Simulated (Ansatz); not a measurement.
# How Tc absorbs and reflects light

Aim: the dielectric function of Tc, and the optical constants that follow from it.

Calculated with Ansatz 0.2.0; DFT, PBEsol, plane-wave PAW, default files, scalar-relativistic, independent-particle optical response without local fields.

**1. The structure**

Symmetry: P6_3/mmc, No. 194, hexagonal system. The conventional cell has a = 2.740 Å, b = 2.740 Å, c = 4.398 Å, α = 90.00°, β = 90.00°, γ = 120.00°. Nearest to Tc lie 12 Tc at 2.71 to 2.74 Å.

**2. Ground state and bands**

First the ground state: is it a metal or has it a gap?

This step: DFT, PBEsol, plane-wave PAW, default files, scalar-relativistic, ground state (Ansatz 0.2.0).

Contents of input.yaml:

```yaml
crystal:
  lattice:
    - [2.74, 0.0, 0.0]
    - [-1.37, 2.3729096064, 0.0]
    - [0.0, 0.0, 4.398]
  atoms:
    - { symbol: Tc, position: [0.6666666667, 0.3333333333, 0.75] }
    - { symbol: Tc, position: [0.3333333333, 0.6666666667, 0.25] }
kpoints:
  mp_grid: { grid: [10, 10, 6] }
  band_path:
    path:
      - [[0.0, 0.0, 0.0], [0.5, 0.0, 0.0], [0.33333333, 0.33333333, 0.0], [0.0, 0.0, 0.0], [0.0, 0.0, 0.5], [0.5, 0.0, 0.5], [0.33333333, 0.33333333, 0.5], [0.0, 0.0, 0.5]]
      - [[0.5, 0.0, 0.5], [0.5, 0.0, 0.0]]
      - [[0.33333333, 0.33333333, 0.0], [0.33333333, 0.33333333, 0.5]]
    npoints: 5
scf:
  occupations: { method: fermi_dirac, width: 0.05 }
  n_extra_bands: 6
hamiltonian:
  xc: pbesol
  pseudopotentials: { kind: paw }
output:
  forces: true
  stress: true
  populations: true
  write_bands: true
```

The run is started by

```console
ansatz run input.yaml --threads 4 --pin off --max-ram 8192MiB --backend cpu --events-out ev --progress --plain --runs-dir out
```

Numbers of over 12 decimals in the logs are rounded to 6 here.

The program printed:

```text
scf.n_extra_bands = 6 over 15 filled bands (N_el = 30.0): the run solves 21 bands
Engine: ansatz 0.2.0, x86_64-unknown-linux-gnu
Pseudopotentials: kind: paw
Pseudopotential: Tc, paw, valence charge 15, recommended cutoff 500 eV (normal), Tc.paw.azcp
Functional definition: PBEsol
  exchange = pbesol_x
  correlation = pbesol_c
Crystal: 2 atoms, lattice volume = 28.595 Å³
Basis set: ecut = 500 eV, 713 PW (Γ), exchange–correlation on 40×40×72 points (8 copies of the dense FFT grid, shifted against one another)
Bands: 21, of which v1, the nominal top of the filled ones, is band 15 counted from 1 (14 counted from 0)
Symmetry: 24 space group operations
Space group: P63/mmc (ITA 194), of the structure as read, at distance tolerance 3.1e-5 Å
k-points: 56 of 600
Non-local potential: Tc, projectors of the file, l = 0: 3, l = 1: 3, l = 2: 2, l = 3: 2
PAW form: soft (Blöchl's): semilocal exchange-correlation on the pseudo side does not see the compensation charge
PAW frozen core: Tc, regenerated for the run's functional, and the local potential with it (the file was generated under x = pbe(κ = 0.804, μ = 0.219515), c = pbe(β = 0.066725))
PAW one-centre angular grid: Tc, 590 points (default); XC on 64 Gauss nodes
Initial density: superposition of atomic densities (chi_scale 0.1, normalization cell)
Initial wavefunctions: pseudopotential atomic-orbital guess
Functional: x = pbesol(κ = 0.804, μ = 0.123457), c = pbesol(β = 0.046)
SCF iter   1: F=—  HF=-10675.743919 eV  |F-HF|=—  |Δ(HF+E_count)|=         —  Δρ=6.10e-2  dr2=1.03e0  ethr=3.10e-3  ⟨swp⟩=5.1  Hψ=4800  notcnv=0
preconditioner: auto → none  [metal: Δε(μ)=0.034 eV  Ē_g=7.548 eV  σ=0.050 eV  W_gap=0.17  n_scr=8 (ndim 8)  ℏωp=26.0 eV  f_vac=0.000  D(μ)=1.97/eV (n_scr^D=22)  sad-step TF]
SCF iter   2: F=—  HF=-10675.479339 eV  |F-HF|=—  |Δ(HF+E_count)|=   2.65e-1  Δρ=3.44e-2  dr2=3.25e-1  ethr=3.10e-3  ⟨swp⟩=2.0  Hψ=1879  notcnv=0  defer=47
SCF iter   3: F=—  HF=-10675.364283 eV  |F-HF|=—  |Δ(HF+E_count)|=   1.15e-1  Δρ=2.27e-3  dr2=6.61e-4  ethr=1.08e-3  ⟨swp⟩=3.0  Hψ=2224  notcnv=0  defer=47
SCF iter   4: F=—  HF=-10675.364311 eV  |F-HF|=—  |Δ(HF+E_count)|=   2.82e-5  Δρ=9.69e-5  dr2=2.53e-6  ethr=2.20e-6  ⟨swp⟩=1.8  Hψ=1558  notcnv=0  defer=47
SCF iter   5: F=—  HF=-10675.364309 eV  |F-HF|=—  |Δ(HF+E_count)|=   1.97e-6  Δρ=1.68e-5  dr2=2.53e-8  ethr=8.45e-9  ⟨swp⟩=2.0  Hψ=1615  notcnv=0  defer=47
SCF iter   6: F=-10675.364309 eV  HF=-10675.364309 eV  |F-HF|=1.64e-9  |Δ(HF+E_count)|=   2.85e-8  Δρ=4.38e-6  dr2=3.14e-9  ethr=8.44e-11  ⟨swp⟩=5.4  Hψ=4556  notcnv=0
SCF 1 converged in 6 iterations: F = -10675.364309 eV  dr2 = 3.14e-9
  greatest PAW one-centre occupation: 0.990 electrons in one spin orbital (limit 2), on the Tc atom at site 1 (counted from 0), in its partial waves of l = 0
NSCF: frozen V_eff on 48 k-points
SCF converged after 6 iterations
Free energy (F): -10675.364309 eV
Harris-Foulkes:  -10675.364309 eV  (|F-HF|=1.64e-9)
Internal energy: -10675.347079 eV  (E = F + TS)
E sigma→0 (E₀):  -10675.355694 eV
Entropy (-TS):   -0.017230 eV (-8.615 meV/atom)
Fermi energy:    22.228568 eV
--- Per-component energies (eV) ---
  E_band       = -99.672781
  E_kinetic    = 1245.696444
  E_local      = -2366.437245  (includes V_loc(G=0)·N_el)
  E_nonlocal   = 577.157473
  E_hartree    = 637.836149
  E_xc         = -475.615413
  E_vxc        = -587.868557  (∫ρ·V_xc dr)
  E_paw        = -6439.211188  (= ΣΔE_a)
  E_vpaw       = -243.891783  (= ΣTr[D̂ρ^β])
  E_aug_tail   = -0.000028  (compensation charges beyond the density's cutoff)
  E_ewald      = -3855.226960
  E_core_change = 0.453689  (= ΣΔE_core)
  E_smearing   = -0.017230  (= −TS)
  E_closure    = -0.000000  (closes the sum)
  Σ components = -10675.364309   (vs F -10675.364309, Δ=0.00e0)
--- Forces (eV/Å), atoms counted from 1 ---
  atom   1  Tc     0.00000000    -0.00000000     0.00000000
  atom   2  Tc    -0.00000000     0.00000000     0.00000000
  max |Σ_I F_I| component: 4.63e-18 eV/Å
--- Stress (GPa, compression-positive) ---
       -6.091003      -0.000000       0.000000
        0.000000      -6.091003       0.000000
        0.000000       0.000000      -7.026072
  P = ⅓ Tr σ = -6.4027 GPa (-64.027 kbar)
--- Band table (eV; the first three rows and the last of 56) ---
  k-point 0: bands = [... 11 lower, 20.6863, 20.7376, 21.4078, 21.4078, 22.1163, 22.1163, 23.8698, 24.7873, ... 2 higher]
  k-point 1: bands = [... 11 lower, 20.5535, 20.5802, 21.2328, 21.2328, 22.5033, 22.5033, 23.0262, 24.7979, ... 2 higher]
  k-point 2: bands = [... 11 lower, 20.4439, 20.4439, 20.8655, 20.8655, 21.4174, 23.3050, 23.3050, 24.6427, ... 2 higher]
  k-point 55: bands = [... 11 lower, 19.1386, 20.4284, 20.4284, 22.1413, 22.1413, 24.9687, 24.9687, 30.7339, ... 2 higher]
--- Löwdin populations: 2 sites ---
  site symbol       q [e]
     0     Tc     14.8836
     1     Tc     14.8836
  spilling = 0.007759 (of n_electrons = 30.000000)
```

Wall time 2.4 s (4 threads of AMD EPYC (Zen 3), shared host); peak memory 0.36 GiB; 6.2 s of CPU time.

This step gave:

* free energy: -10675.3643 eV
* Fermi energy: 22.23 eV
* electrons: 30
* symmetry operations: 24
* pressure: -6.403 GPa
* volume: 28.59 Å³
* gap on the path: 0 eV

There are states at the Fermi level within the smearing, so the occupations stay smeared and the carriers get a Drude term. The cell is left with a pressure of -6.4 GPa, as it stands unrelaxed at this level.

The electronic bands at the labelled points (eV, zero at the Fermi level; # counts the bands kept):

| point | #4 | #5 | #6 | #7 | #8 | #9 | #10 | #11 |
| --- | --- | --- | --- | --- | --- | --- | --- | --- |
| Γ | -1.54 | -1.49 | -0.82 | -0.82 | -0.11 | -0.11 | 1.64 | 2.56 |
| 0.40 of the way | -2.22 | -1.42 | -0.88 | -0.30 | -0.30 | -0.14 | 0.33 | 2.99 |
| M | -1.90 | -1.15 | -0.94 | -0.50 | 2.97 | 3.35 | 3.40 | 5.34 |
| 0.40 of the way | -2.02 | -1.54 | -1.28 | -0.43 | 2.74 | 2.97 | 3.09 | 5.89 |
| K | -2.90 | -1.89 | -1.89 | -0.03 | 2.33 | 2.33 | 2.73 | 7.99 |
| 0.40 of the way | -3.54 | -2.04 | -1.17 | -0.65 | 0.58 | 2.10 | 2.96 | 3.23 |
| Γ | -1.54 | -1.49 | -0.82 | -0.82 | -0.11 | -0.11 | 1.64 | 2.56 |
| 0.40 of the way | -1.71 | -1.71 | -1.06 | -1.06 | 0.42 | 0.42 | 0.49 | 2.56 |
| A | -1.90 | -1.67 | -1.67 | -1.67 | -1.67 | 1.89 | 1.89 | 1.89 |
| 0.60 of the way | -3.21 | -0.81 | -0.81 | -0.10 | -0.10 | 2.05 | 2.05 | 3.19 |
| L | -3.70 | 0.14 | 0.14 | 1.42 | 1.42 | 3.23 | 3.23 | 4.38 |
| 0.40 of the way | -3.41 | -0.87 | -0.87 | 0.97 | 0.97 | 2.87 | 2.87 | 6.08 |
| H | -3.28 | -1.77 | -1.77 | -0.09 | -0.09 | 2.63 | 2.63 | 9.36 |
| 0.40 of the way | -2.62 | -2.08 | -2.08 | -0.29 | -0.29 | 3.03 | 3.03 | 4.00 |
| A | -1.90 | -1.67 | -1.67 | -1.67 | -1.67 | 1.89 | 1.89 | 1.89 |
| jump to L | -3.70 | 0.14 | 0.14 | 1.42 | 1.42 | 3.23 | 3.23 | 4.38 |
| 0.40 of the way | -3.35 | -1.12 | -0.22 | 1.74 | 2.18 | 3.13 | 3.33 | 3.69 |
| M | -1.90 | -1.15 | -0.94 | -0.50 | 2.97 | 3.35 | 3.40 | 5.34 |
| jump to K | -2.90 | -1.89 | -1.89 | -0.03 | 2.33 | 2.33 | 2.73 | 7.99 |
| 0.40 of the way | -2.88 | -1.85 | -1.85 | -0.14 | 1.75 | 2.46 | 2.46 | 8.31 |
| H | -3.28 | -1.77 | -1.77 | -0.09 | -0.09 | 2.63 | 2.63 | 9.36 |

**3. Spectrum**

The spectrum is a sum over vertical transitions between filled and empty bands at the fixed density, so many empty bands are needed.

This step: DFT, PBEsol, plane-wave PAW, default files, scalar-relativistic, independent-particle optical response without local fields (Ansatz 0.2.0).

input.yaml, the sections that differ from step 2:

```yaml
kpoints:
  mp_grid: { grid: [13, 13, 7] }
scf:
  occupations: { method: fermi_dirac, width: 0.05 }
output:
  optics:
    e_range: [0, 14]
    de: 0.05
    sigma: 0.1
    drude_damping: 0.05
    nscf_kmesh: { grid: [18, 18, 9] }
    bands: { spectra_wanted_up_to: 14 }
# crystal, hamiltonian: as in step 2
```

The program printed:

```text
[...]
Crystal: 2 atoms, lattice volume = 28.595 Å³
Basis set: ecut = 500 eV, 713 PW (Γ)
Bands: 19, of which v1, the nominal top of the filled ones, is band 15 counted from 1 (14 counted from 0)
Symmetry: 24 space group operations
[...]
k-points: 84 of 1183
[...]
SCF iter   1: F=—  HF=-10675.746279 eV  |F-HF|=—  |Δ(HF+E_count)|=         —  Δρ=6.12e-2  dr2=1.04e0  ethr=3.10e-3  ⟨swp⟩=5.0  Hψ=6408  notcnv=0
[...]
SCF iter   8: F=-10675.363745 eV  HF=-10675.363745 eV  |F-HF|=3.64e-12  |Δ(HF+E_count)|=  8.73e-11  Δρ=7.70e-8  dr2=8.49e-13  ethr=1.00e-12  ⟨swp⟩=1.1  Hψ=4913  notcnv=0
SCF 1 converged in 8 iterations: F = -10675.363745 eV  dr2 = 8.49e-13
[...]
NSCF: frozen V_eff on 185 k-points
output.optics: what the bands over the 31 summed would add to eps1, eps2 and the energy-loss function is held between a lower and an upper bound (8 Lanczos steps). eps1, eps2 and their loss function (loss_summed_bands) are given on every row as the summed bands alone make them. Along an axis, on a row where the two bounds hold the loss function to about 1 % of the greater of itself and 0.5 % of |1/eps|, its cell (loss_completed) is given, with the completed eps1 and eps2 that it is formed of (a cell that is left empty reads nan in the table and null in the record). The two bounds hold it so along every axis on all 280 rows up to 14.000 eV. [rest of the remark cut]
SCF converged after 8 iterations
Free energy (F): -10675.363745 eV
[...]
Internal energy: -10675.346297 eV  (E = F + TS)
E sigma→0 (E₀):  -10675.355021 eV
Entropy (-TS):   -0.017448 eV (-8.724 meV/atom)
Fermi energy:    22.223682 eV
[...]
--- Band table (eV; the first three rows and the last of 84) ---
  k-point 0: bands = [... 11 lower, 20.6832, 20.7376, 21.4045, 21.4045, 22.1152, 22.1152, 23.8704, 24.7853]
  k-point 1: bands = [... 11 lower, 20.5772, 20.6196, 21.2726, 21.2726, 22.4090, 22.4090, 23.2288, 24.7971]
  k-point 2: bands = [... 11 lower, 20.4528, 20.4528, 20.9710, 20.9710, 21.8739, 23.0589, 23.0589, 24.7190]
  k-point 83: bands = [... 11 lower, 19.1513, 20.3560, 20.5277, 22.0101, 22.4089, 24.7984, 25.0230, 30.7587]
```

Wall time 3.9 min (4 threads); peak memory 1.3 GiB; 15 min of CPU time.

Read-outs, printed or worked out from the files:

* main peak of the optical conductivity above 1 eV, first axis: 3.449 eV
* centre of weight of the strongest loss peak in the window: 10.71 eV
* Drude plasma energy, first axis: 7.549 eV
* bands summed: 31
* spectra valid up to: 24.39 eV
* program's estimate of the k-sum error in Im epsilon: 0.1 %
* electrons in the f-sum: 21.36

The Im ε has structure finer than the step of the table below, so its rows give means over 0.5 eV, whole bins alone (the curve runs from 0.3 to 14 eV). Peaks (eV: height): E ∥ x or y 1.95: 45.9, 3.45: 44.9; E ∥ z 1.35: 42.1, 2.35: 33.8, 3.35: 28.9.

Im ε against photon energy; means over each step:

| photon energy (eV) | E ∥ x or y | E ∥ z |
| --- | --- | --- |
| 1.0 | 58.0 | 46.8 |
| 1.5 | 38.2 | 40.4 |
| 2.0 | 42.6 | 31.4 |
| 2.5 | 37.4 | 30.2 |
| 3.0 | 35.7 | 24.0 |
| 3.5 | 38.6 | 27.0 |
| 4.0 | 20.3 | 24.2 |
| 4.5 | 13.2 | 21.4 |
| 5.0 | 11.7 | 10.4 |
| 5.5 | 7.23 | 7.19 |
| 6.0 | 4.98 | 5.16 |
| 6.5 | 3.99 | 4.45 |
| 7.0 | 3.10 | 3.69 |
| 7.5 | 2.17 | 2.57 |
| 8.0 | 1.87 | 1.95 |
| 8.5 | 1.59 | 1.44 |
| 9.0 | 1.40 | 1.15 |
| 9.5 | 1.25 | 0.975 |
| 10.0 | 1.24 | 1.17 |
| 10.5 | 1.12 | 0.930 |
| 11.0 | 0.991 | 1.42 |
| 11.5 | 1.52 | 1.51 |
| 12.0 | 2.35 | 2.17 |
| 12.5 | 1.93 | 2.67 |
| 13.0 | 1.98 | 2.36 |
| 13.5 | 2.05 | 2.36 |

Re ε against photon energy:

| photon energy (eV) | E ∥ x or y | E ∥ z |
| --- | --- | --- |
| 0.5 | -154 | -277 |
| 1.0 | -42.9 | -74.0 |
| 1.5 | -3.92 | -22.8 |
| 2.0 | -2.16 | -13.2 |
| 2.5 | -5.41 | -11.9 |
| 3.0 | -1.09 | -3.93 |
| 3.5 | -18.5 | -7.84 |
| 4.0 | -20.5 | -7.80 |
| 4.5 | -14.9 | -19.8 |
| 5.0 | -12.6 | -15.1 |
| 5.5 | -12.4 | -11.5 |
| 6.0 | -9.26 | -9.26 |
| 6.5 | -7.41 | -7.19 |
| 7.0 | -6.17 | -6.24 |
| 7.5 | -4.78 | -5.11 |
| 8.0 | -3.65 | -4.15 |
| 8.5 | -2.81 | -3.13 |
| 9.0 | -2.07 | -2.21 |
| 9.5 | -1.39 | -1.34 |
| 10.0 | -0.784 | -0.620 |
| 10.5 | -0.366 | -0.166 |
| 11.0 | 0.271 | 0.812 |
| 11.5 | 1.30 | 1.01 |
| 12.0 | 0.874 | 1.64 |
| 12.5 | 0.697 | 0.833 |
| 13.0 | 1.09 | 1.05 |
| 13.5 | 1.32 | 1.27 |
| 14.0 | 1.46 | 1.53 |

Refractive index n and extinction k against photon energy:

| photon energy (eV) | n, E ∥ x or y | k, E ∥ x or y | n, E ∥ z | k, E ∥ z |
| --- | --- | --- | --- | --- |
| 0.5 | 4.61 | 13.2 | 4.40 | 17.2 |
| 1.0 | 3.77 | 7.56 | 2.28 | 8.90 |
| 1.5 | 4.08 | 4.53 | 3.46 | 5.90 |
| 2.0 | 4.61 | 4.84 | 3.03 | 4.74 |
| 2.5 | 4.00 | 4.63 | 3.29 | 4.77 |
| 3.0 | 4.18 | 4.31 | 3.13 | 3.71 |
| 3.5 | 3.79 | 5.73 | 3.19 | 4.24 |
| 4.0 | 2.00 | 4.95 | 2.88 | 4.01 |
| 4.5 | 1.54 | 4.15 | 2.14 | 4.94 |
| 5.0 | 1.55 | 3.87 | 1.25 | 4.08 |
| 5.5 | 0.923 | 3.64 | 1.01 | 3.54 |
| 6.0 | 0.780 | 3.14 | 0.812 | 3.15 |
| 6.5 | 0.707 | 2.81 | 0.802 | 2.80 |
| 7.0 | 0.617 | 2.56 | 0.748 | 2.61 |
| 7.5 | 0.471 | 2.24 | 0.543 | 2.33 |
| 8.0 | 0.471 | 1.97 | 0.464 | 2.09 |
| 8.5 | 0.454 | 1.74 | 0.393 | 1.81 |
| 9.0 | 0.468 | 1.51 | 0.374 | 1.53 |
| 9.5 | 0.486 | 1.28 | 0.394 | 1.22 |
| 10.0 | 0.589 | 1.06 | 0.646 | 1.02 |
| 10.5 | 0.633 | 0.876 | 0.622 | 0.743 |
| 11.0 | 0.801 | 0.608 | 1.14 | 0.700 |
| 11.5 | 1.28 | 0.591 | 1.18 | 0.618 |
| 12.0 | 1.32 | 0.931 | 1.46 | 0.711 |
| 12.5 | 1.16 | 0.811 | 1.34 | 0.983 |
| 13.0 | 1.30 | 0.769 | 1.35 | 0.872 |
| 13.5 | 1.37 | 0.742 | 1.40 | 0.833 |
| 14.0 | 1.42 | 0.748 | 1.46 | 0.786 |

The reflectivity at normal incidence by photon energy; read off at these points:

| photon energy (eV) | E ∥ x or y (%) | E ∥ z (%) |
| --- | --- | --- |
| 0.50 | 91.1 | 94.6 |
| 1.00 | 81.1 | 89.8 |
| 1.50 | 64.8 | 74.7 |
| 2.00 | 66.4 | 68.7 |
| 2.50 | 65.5 | 68.0 |
| 3.00 | 63.2 | 59.4 |
| 3.50 | 72.8 | 64.1 |
| 4.00 | 76.1 | 63.0 |
| 4.50 | 74.1 | 75.0 |
| 4.80 | 70.7 | 77.3 |
| 5.00 | 71.1 | 77.0 |
| 5.50 | 78.3 | 75.6 |
| 6.00 | 76.1 | 75.4 |
| 6.50 | 73.9 | 71.0 |
| 7.00 | 73.1 | 69.6 |
| 7.50 | 73.7 | 72.1 |
| 8.00 | 68.8 | 71.5 |
| 8.50 | 64.6 | 69.9 |
| 9.00 | 57.8 | 64.7 |
| 9.50 | 49.3 | 54.3 |
| 10.00 | 35.5 | 31.0 |
| 10.50 | 26.3 | 21.8 |
| 11.00 | 11.3 | 10.0 |
| 11.50 | 7.72 | 8.08 |
| 12.00 | 15.5 | 11.0 |
| 12.15 | 16.4 | 13.6 |
| 12.50 | 12.8 | 16.8 |
| 13.00 | 11.6 | 14.0 |
| 13.50 | 11.1 | 13.2 |
| 14.00 | 11.5 | 12.4 |

The loss function −Im 1/ε at q → 0 has structure finer than the step of the table below, so its rows give means over 0.5 eV, whole bins alone (the curve runs from 0.3 to 14 eV). Peaks (eV: height): E ∥ x or y 10.90: 0.971, 12.50: 0.466; E ∥ z 10.65: 1.17.

Table of loss function −Im 1/ε at q → 0 by energy loss; means over each step:

| energy loss (eV) | E ∥ x or y | E ∥ z |
| --- | --- | --- |
| 1.0 | 0.0119 | 0.00711 |
| 1.5 | 0.0250 | 0.0185 |
| 2.0 | 0.0234 | 0.0274 |
| 2.5 | 0.0266 | 0.0297 |
| 3.0 | 0.0280 | 0.0398 |
| 3.5 | 0.0210 | 0.0345 |
| 4.0 | 0.0247 | 0.0370 |
| 4.5 | 0.0337 | 0.0268 |
| 5.0 | 0.0390 | 0.0309 |
| 5.5 | 0.0357 | 0.0392 |
| 6.0 | 0.0459 | 0.0473 |
| 6.5 | 0.0568 | 0.0632 |
| 7.0 | 0.0653 | 0.0700 |
| 7.5 | 0.0786 | 0.0771 |
| 8.0 | 0.111 | 0.0930 |
| 8.5 | 0.153 | 0.122 |
| 9.0 | 0.227 | 0.188 |
| 9.5 | 0.361 | 0.373 |
| 10.0 | 0.565 | 0.656 |
| 10.5 | 0.809 | 0.991 |
| 11.0 | 0.879 | 0.562 |
| 11.5 | 0.404 | 0.469 |
| 12.0 | 0.370 | 0.304 |
| 12.5 | 0.451 | 0.335 |
| 13.0 | 0.389 | 0.356 |
| 13.5 | 0.349 | 0.328 |

At chosen wavelengths:

| wavelength (nm) | n xy | k xy | R (%) xy | 1/α xy | n z | k z | R (%) z | 1/α z |
| --- | --- | --- | --- | --- | --- | --- | --- | --- |
| 1550 | 4.11 | 9.239 | 85.3 | 13 nm | 2.84 | 11.728 | 92.6 | 11 nm |
| 1064 | 3.51 | 6.293 | 76.5 | 13 nm | 2.66 | 6.977 | 82.9 | 12 nm |
| 450 | 3.93 | 4.309 | 63.3 | 8.3 nm | 2.84 | 4.181 | 64.8 | 8.6 nm |
| 405 | 4.17 | 4.393 | 63.8 | 7.3 nm | 3.24 | 3.687 | 59.0 | 8.7 nm |
| 365 | 4.26 | 5.246 | 69.1 | 5.5 nm | 3.38 | 4.225 | 63.5 | 6.9 nm |
| 308 | 1.96 | 4.903 | 76.1 | 5.0 nm | 2.91 | 4.015 | 62.9 | 6.1 nm |
| 193 | 0.73 | 2.854 | 73.8 | 5.4 nm | 0.83 | 2.826 | 70.8 | 5.4 nm |

In reflection the computed colour is light grey: x = 0.315, y = 0.332, luminous reflectivity 65 %.

**4. Results**

```yaml
gap_on_the_path: 0 eV
main_peak_of_the_optical_conductivity_above_1_ev_first_axis: 3.45 eV
drude_plasma_energy_first_axis: 7.55 eV
centre_of_weight_of_the_strongest_loss_peak_in_the_window_first_axis: 10.7 eV
```

**Reading.** At this level (PBEsol, independent particles) Tc is a metal with a Drude plasma energy of 7.5 eV along x, 7.5 eV along y and 9.3 eV along z; it reflects 64 % at 550 nm for E ∥ x. Along x the bare Drude plasma energy is 7.5 eV; Re ε first rises through zero at 1.59 eV, far lower, because interband transitions screen the carriers. Im ε is 38 there, so the loss peak at that energy is weak. The strongest loss structure up to 14 eV has its centre of weight at 10.7 eV; a free-electron gas of the 21.4 electrons in the f-sum would put its plasmon at 32.1 eV. In reflection the computed colour is light grey: x = 0.315, y = 0.332, luminous reflectivity 65 %. In the base run ε includes the program's bounded estimate of what the bands above those summed add. The carriers' damping of 0.05 eV is typed, not computed; at 0.8 eV the carriers give 7 % of Im ε along the first axis; the rest comes from the sum over bands, which at low energy also holds close bands and the noise of the mesh. The Fermi-Dirac width of 0.05 eV acts as an electron temperature of 580 K in the carriers' term.

[Logs are printed without paths, hosts, clocks, repeated set-up lines and the standing remarks that a program may print on its own settings, such as how far it seeks lower states.]

[Hosts, paths, dates, database ids (printed as entryN), source tags and the programs' standing remarks are cut or masked in the printed files.]
